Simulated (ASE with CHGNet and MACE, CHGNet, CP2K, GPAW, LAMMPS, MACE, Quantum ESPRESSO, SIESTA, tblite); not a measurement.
**Glassy 67P2O5-20BaO-13Al2O3 (mol %) (86 atoms) in machine-learned potentials**

Wanted: machine-learned potentials inputs and outputs for glassy 67P2O5-20BaO-13Al2O3 (mol %) (86 atoms), checked against a plane-wave reference.

Calculated with ASE with CHGNet and MACE; the method is named at each step.

### Step 1. The starting structure

The cell holds 86 atoms: 20 P, 3 Ba, 4 Al and 59 O. Cell: a = 10.717 Å, b = 10.717 Å, c = 10.717 Å, α = 90.0°, β = 90.0°, γ = 90.0°. 86 atoms (20 P, 3 Ba, 4 Al, 59 O) placed at random at 2.81 g/cm³, melted at 4000 K for 10 ps at fixed volume with the Morse and Coulomb pair potential with partial charges (Pedone, Malavasi, Menziani, Cormack and Segre, J. Phys. Chem. B 110, 11780 (2006)). Quenched from 4000 K to 300 K at 20 K/ps and fixed volume, held 10 ps at zero pressure, then minimised at fixed cell.

The yardstick, on the same geometry:

| Item | Value |
| --- | --- |
| method | Kohn-Sham DFT, PBE, SSSP efficiency 1.3.0 pseudopotentials, plane waves (Quantum ESPRESSO 7.5); sssp-pbe-1.3.0-efficiency, cutoffs 60/480 Ry, Γ point |
| r.m.s. force component | 1.237 eV/Å |
| longest force | 5.06 eV/Å |
| pressure | 3.063 GPa |
| gap (highest filled to lowest empty level) | 1.303 eV |
| time | 10 min on 2 MPI ranks of Arm Neoverse V1, shared host |
| CPU time | 21 min |

### Step 2. CHGNet 0.3.0 potential

Method: machine-learned interatomic potential CHGNet 0.3.0, trained on PBE(+U) plane-wave data.

run.py reads:

```python
import numpy as np
from ase.io import read
import mlip  # loads the published weights by name

atoms = read("structure.xyz")
atoms.calc = mlip.calc("chgnet-0.3.0")
energy = atoms.get_potential_energy()
forces = atoms.get_forces()
print(f"energy {energy:.6f} eV")
print("forces (eV/A)")
for i, (a, f) in enumerate(zip(atoms, forces)):
    print(f"{i:4d} {a.symbol:2s} {f[0]:10.5f} {f[1]:10.5f} {f[2]:10.5f}")
stress = -atoms.get_stress(voigt=False) * 160.21766
print("stress (GPa, compression positive)")
for row in stress:
    print(" ".join(f"{x:10.4f}" for x in row))
```

structure.xyz reads:

```xyz
86
Lattice="10.71682 0.00000 0.00000 0.00000 10.71682 0.00000 0.00000 0.00000 10.71682" Properties=species:S:1:pos:R:3 pbc="T T T"
P 7.74837 6.59395 2.23446
P 7.61334 3.18182 4.48874
P 3.48811 6.04525 4.15148
P 2.55339 2.18934 6.62353
P 7.63702 2.74651 1.44913
P 2.08196 5.86060 8.12260
P 10.55071 1.90513 8.11510
P 4.53514 3.13864 4.35832
P 6.90228 0.22977 8.61182
P 10.43036 9.06514 4.40365
P 3.34043 9.98711 1.92174
P 0.57924 8.96162 0.97737
P 0.99774 3.55305 1.77385
P 4.82932 2.56539 8.78104
P 5.49323 8.19237 8.68159
P 10.29876 6.05490 0.59307
P 4.82675 8.34176 5.69010
P 0.71278 8.61386 8.52716
P 8.95005 6.35186 5.11450
P 2.14744 9.86698 6.16935
Ba 7.99325 5.13078 8.42674
Ba 4.35724 5.98717 0.36234
Ba 6.77057 10.34002 2.66474
Al 0.94029 4.62720 5.37556
Al 3.99641 2.33745 1.21775
Al 9.84383 1.03053 0.40895
Al 8.74610 0.51409 6.00196
O 4.10669 8.35612 9.23040
O 4.18331 2.49402 3.06362
O 4.52893 9.11123 1.68179
O 3.44824 9.07115 5.97623
O 0.24274 7.41583 1.00942
O 8.06130 6.79425 6.22390
O 10.33434 10.13490 0.86613
O 0.86420 3.85945 3.24838
O 5.70971 1.25966 8.67205
O 0.20437 2.33262 1.34175
O 7.46587 0.28475 7.19956
O 3.62936 2.36113 7.82114
O 0.09956 8.95819 2.94659
O 2.15847 5.90025 4.84711
O 6.16624 2.40335 1.37936
O 7.92252 4.45048 5.18694
O 6.24062 9.56455 8.82573
O 8.97469 6.11073 1.39994
O 5.35123 8.10760 7.11822
O 0.84631 8.88885 10.02505
O 10.09160 0.90964 7.02970
O 6.51861 5.76608 2.06181
O 6.06304 3.01121 4.54522
O 3.25384 6.38819 2.72668
O 7.65181 8.05240 1.96396
O 10.04295 8.78618 8.04126
O 10.06481 6.11223 9.85326
O 2.44858 3.37301 1.37315
O 10.51749 1.34025 9.52243
[... 26 atom lines left out ...]
O 5.75718 9.23158 4.94721
O 1.36832 7.25518 8.19890
O 9.63796 3.07401 7.97728
O 8.25763 6.42323 3.69612
```

On the command line:

```sh
OMP_NUM_THREADS=1 python run.py > output.txt
```

The log of the run:

```text
CHGNet v0.3.0 initialized with 412,525 parameters
CHGNet will run on cpu
energy -649.825439 eV
forces (eV/A)
   0 P    -1.94746    0.87333   -0.01516
   1 P     1.02799    1.65985   -0.15395
   2 P    -3.53588   -0.07200   -2.40694
   3 P    -2.14993    2.10602    0.27857
   4 P    -1.51590    1.07766   -1.81897
   5 P     1.51750   -1.12978   -0.04117
   6 P    -1.86561    0.61065   -0.81826
   7 P    -0.88701   -0.73833   -1.24208
   8 P     1.99525    1.32212    0.77198
   9 P    -1.14456   -1.84950   -2.90154
  10 P     2.16169    1.14356    3.16539
  11 P    -0.37283    0.92351   -1.19046
  12 P    -0.33661   -1.80258    3.15154
  13 P     2.15809    1.42463   -0.16020
  14 P    -3.25112    0.02571    2.39375
  15 P    -1.30930   -0.12650   -2.03111
  16 P     1.95390    2.30263   -0.93721
  17 P    -3.45743   -0.99494   -0.22861
  18 P    -0.29443    1.15912   -0.01503
  19 P    -0.64848   -1.25623    1.52513
  20 Ba    0.19545   -0.29407    0.01476
  21 Ba   -0.03078    0.48688   -0.16140
  22 Ba   -0.60618   -0.69115   -0.34881
  23 Al    1.44418    0.49867   -0.04948
[...]
78 O    -0.41160   -0.06521    0.01394
  79 O    -1.75683   -1.41368   -1.54849
  80 O     1.37787   -2.68777    0.15794
  81 O    -1.61281   -0.57419   -1.25280
  82 O    -0.57527   -0.68872    0.19994
  83 O    -0.42050    0.89560    0.00878
  84 O     0.02012    1.24879    0.09593
  85 O     0.59268   -0.74302    1.05194
stress (GPa, compression positive)
    2.5678     0.1447     0.0042
    0.1447     3.5955    -0.4722
    0.0042    -0.4722     1.0068
```

Run time: 4.4 s. Hardware: 1 thread of Arm Neoverse V1, shared host; peak memory 1.1 GiB.

Banners, paths, timers and routine set-up lines are dropped from the logs unmarked, and long logs keep their key lines alone; longer cuts are marked.

Against the reference:

```
r.m.s. force component                  : 1.086 eV/Å
r.m.s. difference of force components   : 377.6 meV/Å
longest difference of force vectors     : 2756 meV/Å
force difference over r.m.s. force      : 30.52 %
slope of forces against the reference's : 0.8391
correlation of force components         : 0.9554
pressure                                : 2.39 GPa
pressure difference                     : -0.673 GPa
```

Length of the force difference by element (eV/Å):

```
element  atoms  mean  most
     Al      4  0.58  0.88
     Ba      3  0.41  0.67
      O     59  0.45   1.7
      P     20  0.74   2.8
```

A closer look about O74, which has 1 bonded neighbour where the commonest count for O is 2: 9 atoms, nearest first, numbered in the order of the input, with positions taken from that point.

```
atom      x      y      z  distance (Å)  bonds     Fx     Fy  Fz (eV/Å)
 O74   0.00   0.00   0.00          0.00      1  -0.10  -0.49       0.44
  P9  -0.98  -0.34  -1.05          1.48      4   2.00   1.32       0.77
Al26   1.96   0.46   1.46          2.48      4   0.34   2.04      -0.19
 O36  -2.18   0.69  -0.99          2.49      2  -1.13  -0.97      -0.19
 O38  -0.42  -0.28  -2.47          2.52      2  -0.35  -0.43      -1.34
 O44  -1.65  -1.72  -0.84          2.53      2   0.54   0.23       0.07
 O81   0.55   0.88   2.50          2.71      3   1.38  -2.69       0.16
 O56   2.63   0.77  -0.14          2.75      2   0.37  -0.84       1.11
 O34   2.45  -1.15   1.92          3.32      2  -0.28  -0.62       0.48
```

Atoms are counted from 1 here, from 0 in the log.

Forces lie 31 % from the reference's, at 0.0034 times its CPU time (on 1 against 2 cores).

### Step 3. MACE MP-0b2 small potential

Method: machine-learned interatomic potential MACE MP-0b2 small, trained on PBE(+U) plane-wave data.

run.py: that of step 2 with these lines changed.

```diff
@@ -5,3 +5,3 @@
 atoms = read("structure.xyz")
-atoms.calc = mlip.calc("chgnet-0.3.0")
+atoms.calc = mlip.calc("mace-mp-0b2-small")
 energy = atoms.get_potential_energy()
```

structure.xyz is that of step 2.

The log of the run:

```text
energy -608.527231 eV
forces (eV/A)
   0 P    -1.46466    0.84151    0.27348
   1 P     0.85694    1.77507   -0.21929
   2 P    -3.25249   -0.17894   -1.77995
   3 P    -2.43359    2.23022    0.13444
   4 P    -1.24961    0.91557   -1.52859
   5 P     1.56011   -1.09667   -0.29655
   6 P    -1.96591    0.43739   -0.77365
   7 P    -0.59222   -0.34722   -1.16251
   8 P     1.47889    0.99457    0.39253
   9 P    -0.90801   -1.68822   -2.44531
  10 P     2.00242    1.00306    2.87701
  11 P     0.03551    0.75246   -0.60874
  12 P    -0.35527   -1.91193    2.65839
  13 P     2.48769    1.42585   -0.02238
  14 P    -3.07941    0.02212    2.08112
  15 P    -1.37190   -0.04405   -1.76804
  16 P     1.80251    1.89072   -0.58730
  17 P    -2.92128   -1.38820   -0.40151
  18 P    -0.45803    0.54925   -0.08847
  19 P    -0.51134   -1.23594    1.20872
  20 Ba    0.15055   -0.30381   -0.09153
  21 Ba    0.00091    0.62360   -0.22369
  22 Ba   -0.50425   -0.71800   -0.28534
  23 Al    1.38327    0.67895    0.12360
[...]
78 O    -0.33987   -0.00480   -0.03310
  79 O    -2.19673   -1.48824   -1.55426
  80 O     1.18400   -2.42359    0.15286
  81 O    -1.56644   -0.51825   -0.95373
  82 O    -0.41162   -0.64574    0.20047
  83 O    -0.50517    1.00915    0.01391
  84 O    -0.01612    1.29150    0.13044
  85 O     0.51906   -0.63764    0.99101
stress (GPa, compression positive)
    2.3723     0.0021     0.0721
    0.0021     3.1149    -0.4259
    0.0721    -0.4259     0.6662
```

The job ended after 7.5 s (1 thread; peak memory 0.67 GiB).

Compared with the plane-wave run:

```
r.m.s. force component                  : 1.031 eV/Å
r.m.s. difference of force components   : 347.2 meV/Å
longest difference of force vectors     : 2670 meV/Å
force difference over r.m.s. force      : 28.07 %
slope of forces against the reference's : 0.8079
correlation of force components         : 0.9694
pressure                                : 2.051 GPa
pressure difference                     : -1.012 GPa
```

Against the first run (31 %), the force difference from the reference is 28 %, at 1.7 times the CPU time.

### Step 4. MACE MP-0b3 medium potential

Method: machine-learned interatomic potential MACE MP-0b3 medium, trained on PBE(+U) plane-wave data.

run.py: that of step 3 with these lines changed.

```diff
@@ -5,3 +5,3 @@
 atoms = read("structure.xyz")
-atoms.calc = mlip.calc("mace-mp-0b2-small")
+atoms.calc = mlip.calc("mace-mp-0b3-medium")
 energy = atoms.get_potential_energy()
```

structure.xyz is that of step 3.

The log of the run:

```text
energy -608.169773 eV
forces (eV/A)
   0 P    -1.59822    0.82716    0.16697
   1 P     0.73054    1.19030   -0.49495
   2 P    -3.39978   -0.32868   -1.87756
   3 P    -1.94656    2.24463    0.41527
   4 P    -1.24066    0.93687   -1.88831
   5 P     1.37310   -1.36281    0.06772
   6 P    -2.11251    0.50027   -0.62599
   7 P    -0.72912   -0.23748   -1.48108
   8 P     1.89291    1.13341    0.68053
   9 P    -1.07241   -1.57027   -1.92463
  10 P     2.41509    1.37024    2.88687
  11 P     0.00308    0.60285   -0.96588
  12 P    -0.14402   -2.01107    2.93048
  13 P     2.54072    1.27135    0.05811
  14 P    -3.13451    0.10510    2.29872
  15 P    -1.37770   -0.39254   -1.77075
  16 P     1.88503    1.69443   -0.59985
  17 P    -3.18412   -1.57456   -0.95675
  18 P    -0.29296    0.68727   -0.23948
  19 P    -0.72493   -1.23800    1.51729
  20 Ba    0.21031   -0.37274    0.00247
  21 Ba   -0.12726    0.62060   -0.26518
  22 Ba   -0.72460   -0.71028   -0.29916
  23 Al    1.49562    0.64812   -0.02608
[...]
78 O    -0.59211    0.07286    0.00356
  79 O    -2.43173   -1.68839   -1.52369
  80 O     1.16271   -2.43709    0.24295
  81 O    -1.52636   -0.52981   -0.98839
  82 O    -0.35200   -0.52477    0.03010
  83 O    -0.57602    1.32175    0.13139
  84 O    -0.00444    1.22645    0.02933
  85 O     0.45937   -0.63075    1.14152
stress (GPa, compression positive)
    2.1250     0.0034     0.0215
    0.0034     3.0940    -0.5843
    0.0215    -0.5843     0.6793
```

It took 8.9 s on 1 thread; peak memory 1 GiB.

Against the reference:

- r.m.s. force component: 1.064 eV/Å
- r.m.s. difference of force components: 325.2 meV/Å
- longest difference of force vectors: 2877 meV/Å
- force difference over r.m.s. force: 26.29 %
- slope of forces against the reference's: 0.8354
- correlation of force components: 0.9712
- pressure: 1.966 GPa
- pressure difference: -1.097 GPa

Against the first run (31 %), the force difference from the reference is 26 %, at 2.1 times the CPU time.

### Step 5. The ladder

Differences are against the plane-wave reference, forces as r.m.s. over components; share is that over the reference's r.m.s. force, slope the least-squares factor from reference forces to these. Total energies of different programs have different zeros and aren't compared.

```
                         run  Δ force, r.m.s. (meV/Å)  share (%)  slope  Δ pressure (GPa)  cores  CPU time  memory (GiB)
                   reference                        -          -      -                 -      2    21 min           3.7
      CHGNet 0.3.0 potential                      378       30.5  0.839            -0.673      1     4.3 s           1.1
 MACE MP-0b2 small potential                      347       28.1  0.808             -1.01      1     7.3 s          0.67
MACE MP-0b3 medium potential                      325       26.3  0.835             -1.10      1     8.9 s           1.0
```

Times of the machine-learned potentials are mostly Python's start and the loading of weights.

CPU time is summed over cores on a shared host, where runs went side by side, so it is rough. Symmetry, cutoffs, thresholds, outputs and thread counts weren't matched or tuned between programs; memory under MPI is the largest rank's times the ranks.

### Step 6. Results

| Item | Value |
| --- | --- |
| nearest in forces | MACE MP-0b3 medium potential, 26 % |
| its CPU time | 8.9 s |

In words: Machine-learned potentials differ by 26 % (MACE MP-0b3 medium potential) to 31 % (CHGNet 0.3.0 potential); they were trained on other programs' data. Among those trained on PBE data the slope goes as low as 0.81, which softening far from their training structures can give, though the reference's k-sampling is untested too. The reference's pressure holds the uncorrected Pulay stress of its 60 Ry basis, so small pressure differences, and their order, may be the reference's own error. In our tests on small cells the SSSP efficiency potentials stood apart from two norm-conserving sets, for C–F bonds most and for P–O bonds less, so differences between them and other runs here needn't be the other run's error. Machine-learned potentials mimic data converged in k, so the reference's own k-point error enters their differences. The quench rate of 20 K/ps is many orders above laboratory rates, so the cell is likely richer in defects and strain than a real sample. The network of bonds at the start is that of the classical potential that made the cell, and needn't be the one that DFT or experiment would give. The reference's pressure of 3.1 GPa belongs to a cell and atoms that aren't relaxed at this level. The electronic-structure runs sample only Γ, in a cell whose shortest periodic width is 11 Å. Spin–orbit coupling is left out, which matters for the levels of the heavy elements.

[Also dropped from logs without a mark: logging warnings of Python, and SIESTA's first energy breakdown and zero terms.]

[Logs are printed without paths, hosts, clocks, repeated set-up lines and the standing remarks that a program may print on its own settings, such as how far it seeks lower states.]

[Hosts, paths, dates, database ids (printed as entryN), source tags and the programs' standing remarks are cut or masked in the printed files.]
